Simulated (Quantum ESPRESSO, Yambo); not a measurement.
**WS2 (Tungstenite): G0W0 in Yambo against the screening cutoff**

Aim: move the screening cutoff of a G0W0 run on WS2 (Tungstenite) over a wide range.

Main program and level: Yambo 5.3.0; PBE and many-body steps on it, plane waves.

**1. Set-up**

Symmetry: P6_3/mmc, No. 194, hexagonal system. Conventional cell: a = 3.153 Å, b = 3.153 Å, c = 12.323 Å, α = 90.00°, β = 90.00°, γ = 120.00°. Nearest to W lie 6 S at 2.40 Å. Nearest to S lie 3 W at 2.40 Å. Farther neighbours and most contacts between anions are not listed.

As a file:

```
W S
1.0
     3.15320    0.00000    0.00000
    -1.57660    2.73075    0.00000
     0.00000    0.00000   12.32300
W S
2 4
Direct
  0.33333 0.66667 0.25000
  0.66667 0.33333 0.75000
  0.33333 0.66667 0.62250
  0.66667 0.33333 0.12250
  0.33333 0.66667 0.87750
  0.66667 0.33333 0.37750
```

The cell and positions come from the Crystallography Open Database and are kept as given unless a step says otherwise. Spin-orbit coupling is left out unless a step names it.

**2. 2 Ha**

This step: Yambo 5.3.0; G0W0 on PBE, plane waves, norm-conserving pseudopotentials.

Now the one-shot GW correction: screening in the RPA, then the self-energy of the levels asked for.

Contents of gw7.in:

```
HF_and_locXC
gw0
dyson
ppa
em1d
rim_cut
RandQpts= 1000000
RandGvec= 1 RL
EXXRLvcs= 62 Ry
VXCRLvcs= 248 Ry
Chimod= "HARTREE"
% BndsRnXp
 1 | 137 |
%
NGsBlkXp= 4 Ry
% LongDrXp
 1 | 1 | 1 |
%
% GbndRnge
 1 | 137 |
%
DysSolver= "n"
ExtendOut
PPAPntXp= 27.21138 eV
% QPkrange
 1 | 1 | 25 | 28 |
 9 | 9 | 25 | 28 |
 13 | 13 | 25 | 28 |
%
```

Command:

```bash
OMP_NUM_THREADS=2 mpirun -n 4 yambo -F gw7.in -J gw7 -C gw7 > gw7.log
```

The program printed:

```text
 Yambo, version 5.3.0

 [02] CORE Variables Setup
 =========================

  [... cell, symmetries and grids as in the set-up ...]

  [02.05] Energies & Occupations
  ==============================

  [X] === General ===
  [X] Electronic Temperature                        :  0.000000  0.000000 [eV K]
  [X] Bosonic    Temperature                        :  0.000000  0.000000 [eV K]
  [X] Finite Temperature mode                       : no
  [X] El. density                                   :  0.49006E+24 [cm-3]
  [X] Fermi Level                                   :  11.76937 [eV]

  [X] === Gaps and Widths ===
  [X] Conduction Band Min                           :  0.980635 [eV]
  [X] Valence Band Max                              :  0.000000 [eV]
  [X] Filled Bands                                  :  26
  [X] Empty Bands                                   :    27   468
  [X] Direct Gap                                    :  1.836911 [eV]
  [X] Direct Gap localized at k                     :  13
  [X] Indirect Gap                                  :  0.980635 [eV]
  [X] Indirect Gap between kpts                     :   1   9
  [X] Last valence band width                       :  1.836536 [eV]
  [X] 1st conduction band width                     :  1.369821 [eV]

 [03] Transferred momenta grid and indexing
 ==========================================

 IBZ Q-points                                      :  14
 BZ  Q-points                                      :   72

 K/Q-points units:
 rlu = crystal or reduced units; cc = cartesian coordinates; iku = interal k-units

 Q [ 1]         [rlu]:  0.000000  0.000000  0.000000
 Q [ 2]         [rlu]:  0.000000  0.000000 -0.500000
 Q [ 3]         [rlu]:  0.15111E-17  0.16667       0.0000
 Q [ 4]         [rlu]:  0.15111E-17  0.16667     -0.50000
 Q [ 5]         [rlu]:  0.30223E-17  0.33333       0.0000
 Q [ 6]         [rlu]:  0.30223E-17  0.33333     -0.50000
 Q [ 7]         [rlu]: -0.45334E-17 -0.50000       0.0000
 Q [ 8]         [rlu]: -0.45334E-17 -0.50000     -0.50000
 Q [ 9]         [rlu]:  0.166667  0.166667  0.000000
 Q [10]         [rlu]:  0.166667  0.166667 -0.500000
 Q [11]         [rlu]:  0.166667  0.333333  0.000000
 Q [12]         [rlu]:  0.166667  0.333333 -0.500000
 Q [13]         [rlu]:  0.333333  0.333333  0.000000
 Q [14]         [rlu]:  0.333333  0.333333 -0.500000

 [04] Coloumb potential Random Integration (RIM)
 ===============================================

  [04.01] RIM initialization
  ==========================

  * Diagonal components only detected *

  8 x (sBL volume)        :  0.038490 [a.u.]
  sBZ random points       :  1000000
  Points outside the sBZ  :   7994252
  RL volume               :  0.346412 [a.u.]
  Integrated volume       :  0.346661 [a.u.]

  [04.02] RIM integrals
  =====================

  Gamma point sphere radius             :  0.061245 [a.u.]
  Points outside the sphere             :   799469
  [Int_sBZ(q=0) 1/q^2]*(Vol_sBZ)^(-1/3) =:  7.611437
                                 should be <:  7.795600

  Summary of Coulomb integrals for non-metallic bands |Q|[au] RIM/Bare

  Q [1] 0.100000E-4 0.976376 * Q [2] 0.134907 0.907353
  Q [3] 0.202931 1.107436 * Q [4] 0.243682 1.050908
  Q [9] 0.351486 1.035411 * Q [10] 0.376487 1.026507
  Q [5] 0.405861 1.026478 * Q [6] 0.427695 1.021295
  Q [11] 0.536904 1.015299 * Q [12] 0.553594 1.013509
  Q [7] 0.608792 1.012328 * Q [8] 0.623560 1.011216
  Q [13] 0.702972 1.009176 * Q [14] 0.715800 1.008560

 [WARNING] [Xp] User bands 1-137 break level degeneracy

 [05] Dipoles
 ============

  [05.01] Setup: observables and procedures
  =========================================

  [WARNING] [x,Vnl] slows the Dipoles computation. To neglect it rename the ns.kb_pp file

 [06] Dynamic Dielectric Matrix (PPA)
 ====================================

 [WR./gw7//ndb.pp]---------------------------------------------------------------
  Brillouin Zone Q/K grids (IBZ/BZ)                :   14   72   14   72
  RL vectors                                       :   7665 [WF]
  Coulomb cutoff potential                         : none
  Electronic Temperature                           :  0.000000 [K]
  Bosonic    Temperature                           :  0.000000 [K]
  PPA    diel. fun.  energies                      : Perdew, Burke & Ernzerhof(X)+Perdew, Burke & Ernzerhof(C)
  wavefunctions                                    : Perdew, Burke & Ernzerhof(X)+Perdew, Burke & Ernzerhof(C)
  Global Gauge                                     : length
  X matrix size                                    :   93
  X band range                                     :    1  137
  X e/h energy range                               : -1.000000 -1.000000 [eV]
  X Time ordering                                  : R
  X Hxc Kernel                                     : HARTREE
  X Drude frequency                                :  0.000000  0.000000
  X poles                                          :  100.0000 [o/o]
  RL vectors in the sum                            :   7665
  [r,Vnl] included                                 : yes
  Field direction                                  :  0.577350E-5  0.577350E-5  0.577350E-5
  BZ energy Double Grid                            : no
  BZ energy DbGd points                            : 0
  BZ Q point size factor                           : -1.000000
  X Optical Averaged directions                    : none

 [07] Local Exchange-Correlation + Non-Local Fock
 ================================================

 [VXC] Plane waves :   47139
 [EXS] Plane waves :   5909

 QP @ state[ 1 ] K range:  1  1
 QP @ state[ 1 ] b range:  25  28
 QP @ state[ 2 ] K range:   9   9
 QP @ state[ 2 ] b range:  25  28
 QP @ state[ 3 ] K range:  13  13
 QP @ state[ 3 ] b range:  25  28

 [xc] Functional : Perdew, Burke & Ernzerhof(X)+Perdew, Burke & Ernzerhof(C)
 [xc] LIBXC used to calculate xc functional
  PP Number of Atomic Species                      :  2
  NLCC RL compoments                               :   47139
  PP Number of Atomic Species                      :  2
  NLCC RL compoments                               :   47139

 [xc] E_xc :  -24.47028 [Ha]
      E_xc :  -48.94055 [Ry]

  Local XC kind (lXC) : Perdew, Burke & Ernzerhof(X)+Perdew, Burke & Ernzerhof(C)
  Non-Local XC kind (nlXC) : Hartree-Fock

  Corrections @ K [1] :  [eV]
 <25|nlXC|25> = -15.44322 -0.94138E-17 <25|lXC|25> = -14.46050  0.000000
 <26|nlXC|26> = -15.97986  0.13204E-16 <26|lXC|26> = -15.59007 -0.29503E-17
 <27|nlXC|27> = -10.57749  0.13989E-17 <27|lXC|27> = -15.22415 -0.18882E-15
 <28|nlXC|28> = -10.57760 -0.20757E-17 <28|lXC|28> = -15.22415  0.28323E-15

  Corrections @ K [9] :  [eV]
 <25|nlXC|25> = -16.45784 -0.94740E-17 <25|lXC|25> = -15.19224  0.000000
 <26|nlXC|26> = -16.45632  0.42210E-17 <26|lXC|26> = -15.25949 -0.28323E-15
[...]
Corrections @ K [13] :  [eV]
[...]
<26|nlXC|26> = -15.81804  0.86069E-18 <26|lXC|26> = -15.42149 -0.70806E-16
 <27|nlXC|27> = -12.00199  0.94367E-18 <27|lXC|27> = -16.36582  0.000000
 <28|nlXC|28> = -12.00200 -0.14404E-17 <28|lXC|28> = -16.36582  0.28323E-15

 [08] Dyson equation: Newton solver
 ==================================

  [08.01] G0W0 (W PPA)
  ====================

  [  GW  ] Bands range     :    1  137
  [GW/PPA] G damping       :  0.100000 [eV]

  QP @ state[ 1 ] K range:  1  1
  QP @ state[ 1 ] b range:  25  28
  QP @ state[ 2 ] K range:   9   9
  QP @ state[ 2 ] b range:  25  28
  QP @ state[ 3 ] K range:  13  13
  QP @ state[ 3 ] b range:  25  28

   Sc/G bands                                       :    1  137
   Sc/G damping                                     :  0.100000 ev
   Sc bands terminator                              : no
   Sx RL components                                 :   5909

   QP @ state[ 1 ] K range                          :  1  1
   QP @ state[ 1 ] b range                          :  25  28
   QP @ state[ 2 ] K range                          :   9   9
   QP @ state[ 2 ] b range                          :  25  28
   QP @ state[ 3 ] K range                          :  13  13
   QP @ state[ 3 ] b range                          :  25  28
   GF energies kind                                 : Perdew, Burke & Ernzerhof(X)+Perdew, Burke & Ernzerhof(C)
   GF WF`s kind                                     : Perdew, Burke & Ernzerhof(X)+Perdew, Burke & Ernzerhof(C)
   Xs energies kind                                 : Perdew, Burke & Ernzerhof(X)+Perdew, Burke & Ernzerhof(C)
   Xs WF`s kind                                     : Perdew, Burke & Ernzerhof(X)+Perdew, Burke & Ernzerhof(C)

 [11] Game Over & Game summary
```

The job ended after 2.6 min (4 MPI ranks of Arm Neoverse V2, shared host; peak memory 2.9 GiB; 18 min of CPU time).

This step gave:

```
G0W0 gap on the points computed              : 1.234 eV
starting gap on the mesh                     : 0.9806 eV
k of the valence top                         : 0, 0, 0
k of the conduction bottom                   : 0.1667, 0.1667, 0
least direct G0W0 gap on the computed points : 2.505 eV
Z at the valence top                         : 0.8003
Z at the conduction bottom                   : 0.8069
```

The gap on the mesh goes from 0.98 eV to 1.23 eV, a correction of +0.25 eV.

**3. 3 Ha**

gw8.in, as its differences from gw7.in of step 2:

```diff
@@ -14,3 +14,3 @@
 %
-NGsBlkXp= 4 Ry
+NGsBlkXp= 6 Ry
 % LongDrXp
```

Command:

```bash
OMP_NUM_THREADS=2 mpirun -n 4 yambo -F gw8.in -J gw8 -C gw8 > gw8.log
```

The program printed:

```text
 Yambo, version 5.3.0

 [02] CORE Variables Setup
 =========================

  [... cell, symmetries and grids as in the set-up ...]

  [02.05] Energies & Occupations
  ==============================

  [X] === General ===
  [X] Electronic Temperature                        :  0.000000  0.000000 [eV K]
  [X] Bosonic    Temperature                        :  0.000000  0.000000 [eV K]
  [X] Finite Temperature mode                       : no
  [X] El. density                                   :  0.49006E+24 [cm-3]
  [X] Fermi Level                                   :  11.76937 [eV]

  [X] === Gaps and Widths ===
  [X] Conduction Band Min                           :  0.980635 [eV]
  [X] Valence Band Max                              :  0.000000 [eV]
  [X] Filled Bands                                  :  26
  [X] Empty Bands                                   :    27   468
  [X] Direct Gap                                    :  1.836911 [eV]
  [X] Direct Gap localized at k                     :  13
  [X] Indirect Gap                                  :  0.980635 [eV]
  [X] Indirect Gap between kpts                     :   1   9
  [X] Last valence band width                       :  1.836536 [eV]
  [X] 1st conduction band width                     :  1.369821 [eV]

 [03] Transferred momenta grid and indexing
 ==========================================

 IBZ Q-points                                      :  14
 BZ  Q-points                                      :   72

 K/Q-points units:
 rlu = crystal or reduced units; cc = cartesian coordinates; iku = interal k-units

 Q [ 1]         [rlu]:  0.000000  0.000000  0.000000
 Q [ 2]         [rlu]:  0.000000  0.000000 -0.500000
 Q [ 3]         [rlu]:  0.15111E-17  0.16667       0.0000
[...]
Local XC kind (lXC) : Perdew, Burke & Ernzerhof(X)+Perdew, Burke & Ernzerhof(C)
  Non-Local XC kind (nlXC) : Hartree-Fock

  Corrections @ K [1] :  [eV]
 <25|nlXC|25> = -15.44322 -0.94138E-17 <25|lXC|25> = -14.46050  0.000000
 <26|nlXC|26> = -15.97986  0.13204E-16 <26|lXC|26> = -15.59007 -0.29503E-17
 <27|nlXC|27> = -10.57749  0.13989E-17 <27|lXC|27> = -15.22415 -0.18882E-15
[...]
Corrections @ K [9] :  [eV]
[...]
Corrections @ K [13] :  [eV]
[...]
<27|nlXC|27> = -12.00199  0.94367E-18 <27|lXC|27> = -16.36582  0.000000
 <28|nlXC|28> = -12.00200 -0.14404E-17 <28|lXC|28> = -16.36582  0.28323E-15

 [08] Dyson equation: Newton solver
 ==================================

  [08.01] G0W0 (W PPA)
  ====================

  [  GW  ] Bands range     :    1  137
  [GW/PPA] G damping       :  0.100000 [eV]

  QP @ state[ 1 ] K range:  1  1
  QP @ state[ 1 ] b range:  25  28
  QP @ state[ 2 ] K range:   9   9
  QP @ state[ 2 ] b range:  25  28
  QP @ state[ 3 ] K range:  13  13
  QP @ state[ 3 ] b range:  25  28

   Sc/G bands                                       :    1  137
   Sc/G damping                                     :  0.100000 ev
   Sc bands terminator                              : no
   Sx RL components                                 :   5909

   QP @ state[ 1 ] K range                          :  1  1
   QP @ state[ 1 ] b range                          :  25  28
   QP @ state[ 2 ] K range                          :   9   9
   QP @ state[ 2 ] b range                          :  25  28
   QP @ state[ 3 ] K range                          :  13  13
   QP @ state[ 3 ] b range                          :  25  28
   GF energies kind                                 : Perdew, Burke & Ernzerhof(X)+Perdew, Burke & Ernzerhof(C)
   GF WF`s kind                                     : Perdew, Burke & Ernzerhof(X)+Perdew, Burke & Ernzerhof(C)
   Xs energies kind                                 : Perdew, Burke & Ernzerhof(X)+Perdew, Burke & Ernzerhof(C)
   Xs WF`s kind                                     : Perdew, Burke & Ernzerhof(X)+Perdew, Burke & Ernzerhof(C)

 [11] Game Over & Game summary
```

Wall time 3 min (4 MPI ranks); peak memory 2.9 GiB; 21 min of CPU time.

Numbers from this step:

| Property | Result |
| --- | --- |
| G0W0 gap on the points computed | 1.312 eV |
| starting gap on the mesh | 0.9806 eV |
| k of the valence top | 0, 0, 0 |
| k of the conduction bottom | 0.1667, 0.1667, 0 |
| least direct G0W0 gap on the computed points | 2.470 eV |
| Z at the valence top | 0.7958 |
| Z at the conduction bottom | 0.8034 |

Against the run before, the gap moves by +0.078 eV.

**4. 6 Ha**

gw9.in, as its differences from gw8.in of step 3:

```diff
@@ -14,3 +14,3 @@
 %
-NGsBlkXp= 6 Ry
+NGsBlkXp= 12 Ry
 % LongDrXp
```

Command:

```bash
OMP_NUM_THREADS=2 mpirun -n 4 yambo -F gw9.in -J gw9 -C gw9 > gw9.log
```

The program printed:

```text
 Yambo, version 5.3.0

 [02] CORE Variables Setup
 =========================

  [... cell, symmetries and grids as in the set-up ...]

  [02.05] Energies & Occupations
  ==============================

  [X] === General ===
  [X] Electronic Temperature                        :  0.000000  0.000000 [eV K]
  [X] Bosonic    Temperature                        :  0.000000  0.000000 [eV K]
  [X] Finite Temperature mode                       : no
  [X] El. density                                   :  0.49006E+24 [cm-3]
[...]
QP @ state[ 2 ] b range                          :  25  28
   QP @ state[ 3 ] K range                          :  13  13
   QP @ state[ 3 ] b range                          :  25  28
   GF energies kind                                 : Perdew, Burke & Ernzerhof(X)+Perdew, Burke & Ernzerhof(C)
   GF WF`s kind                                     : Perdew, Burke & Ernzerhof(X)+Perdew, Burke & Ernzerhof(C)
   Xs energies kind                                 : Perdew, Burke & Ernzerhof(X)+Perdew, Burke & Ernzerhof(C)
   Xs WF`s kind                                     : Perdew, Burke & Ernzerhof(X)+Perdew, Burke & Ernzerhof(C)

 [11] Game Over & Game summary
```

Wall time 8.3 min (4 MPI ranks); peak memory 2.9 GiB.

This step gave:

```
G0W0 gap on the points computed              : 1.361 eV
starting gap on the mesh                     : 0.9806 eV
k of the valence top                         : 0, 0, 0
k of the conduction bottom                   : 0.1667, 0.1667, 0
least direct G0W0 gap on the computed points : 2.518 eV
```

Against the run before, the gap moves by +0.049 eV.

**5. 7.5 Ha**

gw10.in, as its differences from gw9.in of step 4:

```diff
@@ -14,3 +14,3 @@
 %
-NGsBlkXp= 12 Ry
+NGsBlkXp= 15 Ry
 % LongDrXp
```

Command:

```bash
OMP_NUM_THREADS=2 mpirun -n 4 yambo -F gw10.in -J gw10 -C gw10 > gw10.log
```

The program printed:

```text
 Yambo, version 5.3.0

 [02] CORE Variables Setup
 =========================

  [... cell, symmetries and grids as in the set-up ...]

  [02.05] Energies & Occupations
  ==============================

  [X] === General ===
  [X] Electronic Temperature                        :  0.000000  0.000000 [eV K]
  [X] Bosonic    Temperature                        :  0.000000  0.000000 [eV K]
  [X] Finite Temperature mode                       : no
  [X] El. density                                   :  0.49006E+24 [cm-3]
[...]
QP @ state[ 2 ] b range                          :  25  28
   QP @ state[ 3 ] K range                          :  13  13
   QP @ state[ 3 ] b range                          :  25  28
   GF energies kind                                 : Perdew, Burke & Ernzerhof(X)+Perdew, Burke & Ernzerhof(C)
   GF WF`s kind                                     : Perdew, Burke & Ernzerhof(X)+Perdew, Burke & Ernzerhof(C)
   Xs energies kind                                 : Perdew, Burke & Ernzerhof(X)+Perdew, Burke & Ernzerhof(C)
   Xs WF`s kind                                     : Perdew, Burke & Ernzerhof(X)+Perdew, Burke & Ernzerhof(C)

 [11] Game Over & Game summary
```

The job ended after 13 min (4 MPI ranks; peak memory 3 GiB).

Numbers from this step:

- G0W0 gap on the points computed: 1.367 eV
- starting gap on the mesh: 0.9806 eV
- k of the valence top: 0, 0, 0
- k of the conduction bottom: 0.1667, 0.1667, 0
- least direct G0W0 gap on the computed points: 2.520 eV

Against the run before, the gap moves by +0.005 eV.

**6. The runs together**

Times are wall times on 4 MPI ranks of Arm Neoverse V2, shared host, good to a factor of about two.

```
   run   mesh  bands  screening cutoff (eV)  DFT gap (eV)  gap on the mesh (eV)  direct (eV)     time
  2 Ha  6×6×2    137                   54.4         0.981                 1.234        2.505  2.6 min
  3 Ha  6×6×2    137                   81.6         0.981                 1.312        2.470    3 min
  6 Ha  6×6×2    137                  163.3         0.981                 1.361        2.518  8.3 min
7.5 Ha  6×6×2    137                  204.1         0.981                 1.367        2.520   13 min
```

**7. Summary of results**

| Property | Result |
| --- | --- |
| 2 Ha | 1.234 eV |
| 3 Ha | 1.312 eV |
| 6 Ha | 1.361 eV |
| 7.5 Ha | 1.367 eV |
| known limits | not at the basis limit; no spin-orbit coupling; coarse k mesh |

What this shows: The setting moved: screening cutoff. From 2 Ha to 7.5 Ha the gap moves by +0.13 eV, for 5.1 times the time. It holds to 0.03 eV from 6 Ha on. Bands and screening cutoff are coupled, so a series along one setting does not show full convergence. Bands and cutoff are finite, so the gap is not at the basis limit. The miss can reach some tenths of an eV and take either sign; the mesh is an error of its own. In the G0W0 runs levels were corrected at 3 k points alone, so a gap called «on the mesh» is the least over those, and an edge elsewhere would be missed. The 6×6×2 mesh is coarse for this cell, which bears on the long-range parts of exchange and screening. The many-body steps are scalar-relativistic: spin-orbit coupling is not in them.

[Paths, hosts, dates, memory and timing lines, banners, echoed tables and standing remarks are left out of the program output.]

[Logs are printed without paths, hosts, clocks, repeated set-up lines and the standing remarks that a program may print on its own settings, such as how far it seeks lower states.]

[Runs of the session that timed out or met a known fault of the program may be left out.]

[Hosts, paths, dates, database ids (printed as entryN), source tags and the programs' standing remarks are cut or masked in the printed files.]
